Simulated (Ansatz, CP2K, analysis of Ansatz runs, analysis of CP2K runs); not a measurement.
# Reproducing a measured local vibrational mode: N3VH centre in diamond (CP2K), part 2 of 2

How near does this set-up come to the measured local vibrational mode? Subject: N3VH centre in diamond. Set-up: PBE, SR-DZVP, 64-site cell, PBE lattice from Ansatz, k: the zone centre alone, no relaxation. The model is a cell of 64 host atoms with 1 site emptied, N put on another atom's site, N put on another atom's site, N put on another atom's site and H put in between. The frequencies come from force constants among the defect atom and its neighbours, with the masses of the isotopes named.

CP2K 2026.2; PBE, SR-DZVP, 64-site cell, PBE lattice from Ansatz, k: the zone centre alone, no relaxation.

So far: Set-up; Single point on the structure as built, charge 0.

## Step 3: Atom N4 moved by 0.015 A along x

Level of this step: CP2K Gaussian and plane waves DFT, PBE, SR-DZVP basis, GTH potentials; single point of a defect supercell (CP2K).

Force constants come from the forces after small displacements; symmetry gives the rest. One such run is shown.

The input, defect.inp:

```
&GLOBAL
  PROJECT defect
  RUN_TYPE ENERGY_FORCE
  PRINT_LEVEL LOW
&END GLOBAL
&FORCE_EVAL
  METHOD QS
  &DFT
    BASIS_SET_FILE_NAME BASIS_MOLOPT
    POTENTIAL_FILE_NAME GTH_POTENTIALS
    &MGRID
      CUTOFF 480
      REL_CUTOFF 60
      NGRIDS 5
    &END MGRID
    &QS
      METHOD GPW
      EPS_DEFAULT 1.0E-11
    &END QS
    &SCF
      SCF_GUESS ATOMIC
      EPS_SCF 1.0E-7
      MAX_SCF 40
      &OT ON
        MINIMIZER DIIS
        PRECONDITIONER FULL_ALL
        ENERGY_GAP 0.001
      &END OT
      &OUTER_SCF ON
        EPS_SCF 1.0E-7
        MAX_SCF 8
      &END OUTER_SCF
    &END SCF
    &XC
      &XC_FUNCTIONAL PBE
      &END XC_FUNCTIONAL
    &END XC
    &PRINT
      &MULLIKEN ON
        &EACH
          QS_SCF 0
          GEO_OPT 0
          CELL_OPT 0
          MD 0
        &END EACH
        ADD_LAST NUMERIC
      &END MULLIKEN
      &MO_CUBES ON
        NHOMO 8
        NLUMO 5
        WRITE_CUBE F
        &EACH
          QS_SCF 0
          GEO_OPT 0
          CELL_OPT 0
          MD 0
        &END EACH
        ADD_LAST NUMERIC
      &END MO_CUBES
    &END PRINT
  &END DFT
  &SUBSYS
    &CELL
      A 7.1431635100 0.0000000000 -0.0000000000
      B 0.0000000000 7.1431635100 -0.0000000000
      C 0.0000000000 0.0000000000 7.1431635100
      PERIODIC XYZ
    &END CELL
    &COORD
      C   0.0000000000 0.0000000000 1.7857908775
      C   0.0000000000 1.7857908775 -0.0000000000
[... 1 atom line left out ...]
      N   1.8007908775 1.7857908775 1.7857908775
      C   0.8928954387 0.8928954387 2.6786863162
      C   0.8928954387 2.6786863162 0.8928954387
      C   2.6786863162 0.8928954387 0.8928954387
[... 5 atom lines left out ...]
      C   0.8928954387 2.6786863162 4.4644771937
      C   2.6786863162 0.8928954387 4.4644771937
[... 5 atom lines left out ...]
      C   0.8928954387 4.4644771937 2.6786863162
[... 5 atom lines left out ...]
      N   1.7857908775 3.5715817550 3.5715817550
[... 9 atom lines left out ...]
      C   4.4644771937 0.8928954387 2.6786863162
[... 4 atom lines left out ...]
      N   3.5715817550 1.7857908775 3.5715817550
[... 6 atom lines left out ...]
      C   3.5715817550 3.5715817550 1.7857908775
[... 15 atom lines left out ...]
      H   2.9356330509 2.9356330509 2.4217395816
    &END COORD
    &KIND C
      BASIS_SET DZVP-MOLOPT-SR-GTH-q4
      POTENTIAL GTH-PBE-q4
    &END KIND
    &KIND N
      BASIS_SET DZVP-MOLOPT-SR-GTH-q5
      POTENTIAL GTH-PBE-q5
    &END KIND
    &KIND H
      BASIS_SET DZVP-MOLOPT-SR-GTH-q1
      POTENTIAL GTH-PBE-q1
    &END KIND
    &PRINT
      &ATOMIC_COORDINATES ON
      &END ATOMIC_COORDINATES
      &CELL ON
      &END CELL
    &END PRINT
  &END SUBSYS
  &PRINT
    &FORCES ON
    &END FORCES
  &END PRINT
&END FORCE_EVAL
```

Command:

```sh
> OMP_NUM_THREADS=1 cp2k.psmp -i defect.inp -o defect.out
```

Numbers of over 12 decimals in the logs are rounded to 6 here.

The program printed:

```text
[banner, memory and clock lines left out]
zr89ljc/fd0xp

 CP2K| version string:                                       CP2K version 2026.2
 CP2K| Input file name                                                defect.inp

 GLOBAL| Force Environment number                                              1
 GLOBAL| Basis set file name                                        BASIS_MOLOPT
 GLOBAL| Potential file name                                      GTH_POTENTIALS
 GLOBAL| MM Potential file name                                     MM_POTENTIAL
 GLOBAL| Coordinate file name                                      __STD_INPUT__
 GLOBAL| Method name                                                        CP2K
 GLOBAL| Project name                                                     defect
 GLOBAL| Run type                                                   ENERGY_FORCE
 GLOBAL| FFT library                                                       FFTW3
 GLOBAL| DGEMM library                                                      BLAS
 GLOBAL| Direct generalized diagonalization requested                          F
 GLOBAL| Global print level                                                  LOW
 GLOBAL| Total number of message passing processes                             1
 GLOBAL| Number of threads for this process                                    1
 GLOBAL| CPU model name                                                  UNKNOWN

 CELL| Volume [angstrom^3]:                                           364.478382
 CELL| Vector a [angstrom]:       7.143     0.000     0.000   |a| =     7.143164
 CELL| Vector b [angstrom]:       0.000     7.143     0.000   |b| =     7.143164
 CELL| Vector c [angstrom]:       0.000     0.000     7.143   |c| =     7.143164
 CELL| Angle (b,c), alpha [degree]:                                    90.000000
 CELL| Angle (a,c), beta  [degree]:                                    90.000000
 CELL| Angle (a,b), gamma [degree]:                                    90.000000
 CELL| Numerically orthorhombic:                                             YES
 CELL| Periodicity                                                           XYZ

 CELL_REF| Volume [angstrom^3]:                                       364.478382
 CELL_REF| Vector a [angstrom     7.143     0.000     0.000   |a| =     7.143164
 CELL_REF| Vector b [angstrom     0.000     7.143     0.000   |b| =     7.143164
 CELL_REF| Vector c [angstrom     0.000     0.000     7.143   |c| =     7.143164
 CELL_REF| Angle (b,c), alpha [degree]:                                90.000000
 CELL_REF| Angle (a,c), beta  [degree]:                                90.000000
 CELL_REF| Angle (a,b), gamma [degree]:                                90.000000
 CELL_REF| Numerically orthorhombic:                                         YES
 CELL_REF| Periodicity                                                       XYZ

 GENERATE|  Preliminary Number of Bonds generated:                             0
 GENERATE|  Achieved consistency in connectivity generation.

 *******************************************************************************
 *******************************************************************************
 **            Copyright (C) by CP2K developers group (2000-2026)             **
 *******************************************************************************

 TOTAL NUMBERS AND MAXIMUM NUMBERS

  Total number of            - Atomic kinds:                                   3
                             - Atoms:                                         64
                             - Shell sets:                                    64
                             - Shells:                                       318
                             - Primitive Cartesian functions:                320
                             - Cartesian basis functions:                    887
                             - Spherical basis functions:                    824

  Maximum angular momentum of- Orbital basis functions:                        2
                             - Local part of the GTH pseudopotential:          2
                             - Non-local part of the GTH pseudopotential:      0

 MODULE QUICKSTEP: ATOMIC COORDINATES IN ANGSTROM

   Atom Kind Element         X             Y             Z       Z(eff)     Mass
      1    1 C     6      0.000000      0.000000      1.785791   4.0000  12.0107
      2    1 C     6      0.000000      1.785791     -0.000000   4.0000  12.0107
      3    1 C     6      1.785791      0.000000     -0.000000   4.0000  12.0107
      4    2 N     7      1.800791      1.785791      1.785791   5.0000  14.0067
      5    1 C     6      0.892895      0.892895      2.678686   4.0000  12.0107
      6    1 C     6      0.892895      2.678686      0.892895   4.0000  12.0107
      7    1 C     6      2.678686      0.892895      0.892895   4.0000  12.0107
      8    1 C     6      0.000000      0.000000      5.357373   4.0000  12.0107
      9    1 C     6      0.000000      1.785791      3.571582   4.0000  12.0107
     10    1 C     6      1.785791      0.000000      3.571582   4.0000  12.0107
[...]
60    1 C     6      4.464477      4.464477      6.250268   4.0000  12.0107
[...]
in the iterative subspace
                                         using   7 DIIS vectors
                                         safer DIIS on
  Preconditioner : FULL_ALL            : diagonalization, state selective
  Precond_solver : DEFAULT
  stepsize       :    0.15000000                  energy_gap     :    0.00100000
  eps_taylor     :   0.10000E-15                  max_taylor     :             4
  ----------------------------------- OT ---------------------------------------

  Step     Update method      Time    Convergence         Total energy    Change
[...]
4 OT DIIS     0.15E+00   16.1     0.00000361      -371.5796187245 -8.19E-06
     5 OT DIIS     0.15E+00   16.1     0.00000128      -371.5796187734 -4.89E-08
     6 OT DIIS     0.15E+00   16.1     0.00000046      -371.5796187794 -6.04E-09
     7 OT DIIS     0.15E+00   16.2     0.00000014      -371.5796187801 -7.42E-10
     8 OT DIIS     0.15E+00   16.1     0.00000004      -371.5796187802 -8.35E-11

  *** SCF run converged in     8 steps ***

  Electronic density on regular grids:       -256.0000000000        0.0000000000
  Core density on regular grids:              255.9999999980       -0.0000000020
  Total charge density on r-space grids:       -0.0000000020
  Total charge density g-space grids:          -0.0000000020

  Overlap energy of the core charge distribution:               8.76576e-07
  Self energy of the core charge distribution:               -876.062806
  Core Hamiltonian energy:                                    275.565590
  Hartree energy:                                             343.568938
  Exchange-correlation energy:                               -114.651341

  Total energy:                                              -371.579619

  outer SCF iter =    2 RMS gradient =   0.44E-07 energy =       -371.5796187802
  outer SCF loop converged in   2 iterations or   48 steps

 !-----------------------------------------------------------------------------!
                     Mulliken Population Analysis

 #  Atom  Element  Kind  Atomic population                           Net charge
       1     C        1          4.004391                             -0.004391
       2     C        1          4.004842                             -0.004842
       3     C        1          4.004995                             -0.004995
       4     N        2          5.066838                             -0.066838
       5     C        1          3.966001                              0.033999
       6     C        1          3.964618                              0.035382
       7     C        1          3.967398                              0.032602
       8     C        1          3.996382                              0.003618
       9     C        1          4.015438                             -0.015438
      10     C        1          4.015367                             -0.015367
[...]
60     C        1          3.996592                              0.003408
      61     C        1          3.999360                              0.000640
      62     C        1          3.999358                              0.000642
      63     C        1          3.998228                              0.001772
      64     H        3          0.908866                              0.091134
 # Total charge                            256.000000                 -0.000000

 !-----------------------------------------------------------------------------!

  Eigenvalues of the occupied subspace spin            1
      -0.38469928     -0.31406773     -0.31365692     -0.30659892
      -0.29909503     -0.29907906     -0.29205017     -0.24891717
      -0.24866961     -0.22748703     -0.22033934     -0.22025613
      -0.22019625     -0.21849502     -0.21846277     -0.21760975
      -0.21583109     -0.21579213     -0.20068532     -0.17853649
      -0.17832442     -0.17593665     -0.16183426     -0.08896514
      -0.08857921     -0.08436283     -0.08290690     -0.07999624
      -0.07971960     -0.06444048     -0.06422646     -0.06055995
      -0.05480463     -0.04870161     -0.04867877     -0.03842198
      -0.03678691     -0.03656968     -0.03443945     -0.03439817
[...]
0.29582253      0.29585462      0.29862453      0.29944993
       0.29947401      0.30027006      0.30135500      0.30135886
       0.30394408      0.30403797      0.36501652      0.36591139
       0.36620692      0.41675407      0.42017388      0.42078149
 Fermi Energy [eV] :   11.450047

  Using OT eigensolver for additional unoccupied orbitals spin            1
  Lowest Eigenvalues of the unoccupied subspace spin            1
 OT| Eigensolver reached convergence in 247 iterations
       0.55477334      0.56999559      0.57046939      0.57338409
       0.57386728

 HOMO - LUMO gap [eV] :    3.646104

 ENERGY| Total FORCE_EVAL ( QS ) energy [hartree]           -371.579619

 FORCES| Atomic forces [hartree/bohr]
 FORCES|   Atom     x               y               z               |f|
 FORCES|      1 -5.95207268E-04 -4.74927268E-04  1.44856119E-03   1.63650760E-03
 FORCES|      2 -1.26194220E-03  2.19392092E-03 -3.14220234E-04   2.55039634E-03
 FORCES|      3  2.36994399E-03 -1.77940376E-03 -9.58511184E-04   3.11474814E-03
 FORCES|      4 -5.12580511E-02 -4.14019378E-02 -3.48072817E-02   7.45188239E-02
 FORCES|      5  1.16203246E-02  8.97255871E-03 -1.97818896E-02   2.46345674E-02
 FORCES|      6  1.11790081E-02 -1.91447218E-02  7.57780607E-03   2.34289082E-02
 FORCES|      7 -1.76268786E-02  8.16761042E-03  7.22059924E-03   2.07256788E-02
 FORCES|      8 -4.20061499E-04 -4.21478680E-04  4.14176972E-04   7.25009313E-04
 FORCES|      9  9.18844016E-03  7.86625825E-03 -7.99588066E-03   1.44996400E-02
 FORCES|     10  7.14473039E-03  8.57959447E-03 -7.38295204E-03   1.33852379E-02
[...]
FORCES|     60  1.51903017E-03  1.55050928E-03  5.13150943E-05   2.17121278E-03
 FORCES|     61 -2.22442253E-03  3.62161050E-04  1.72192446E-03   2.83623695E-03
 FORCES|     62  3.63166093E-04 -2.22983342E-03  1.68360932E-03   2.81754983E-03
 FORCES|     63 -2.87726692E-04 -2.62892927E-04  2.91549750E-04   4.86724354E-04
 FORCES|     64  1.71356485E-02  1.71276479E-02 -1.68702230E-02   2.95227234E-02
 FORCES| Sum    -4.58938309E-04 -3.84973133E-05 -2.26625177E-05
 FORCES| Total atomic force                                       4.61107367E-04
```

Run time: 14 min. Hardware: 1 thread of Arm Neoverse V1, shared host; peak memory 0.56 GiB.

The run converged, but on settings that a careful run would not use, so its numbers are not the defect's.

## Step 4: Local vibrational modes

Analysis of the runs above: force constants by central differences of CP2K Gaussian and plane waves DFT, PBE, SR-DZVP basis, GTH potentials forces among the atoms nearest to a defect, the others at rest.

The run converged, but on settings that a careful run would not use, so its numbers are not the defect's.

## Step 5: Outcome

This set-up is not sound: atoms left where they were placed, with no relaxation. For the record: C-H stretch, 1H: computed 2878 cm⁻¹, measured 3107 cm⁻¹; 229 cm⁻¹ (7 %) below the measurement. C-H bend, 1H: computed 1343 cm⁻¹, measured 1405 cm⁻¹; 62 cm⁻¹ (4 %) below the measurement.

[Logs are printed without paths, hosts, clocks, repeated set-up lines and the standing remarks that a program may print on its own settings, such as how far it seeks lower states.]

[Hosts, paths, dates, database ids (printed as entryN), source tags and the programs' standing remarks are cut or masked in the printed files.]

[For some hosts the program warned that the k-mesh of the response run may be too coarse for force constants and the static dielectric constant; such warnings are not shown here.]
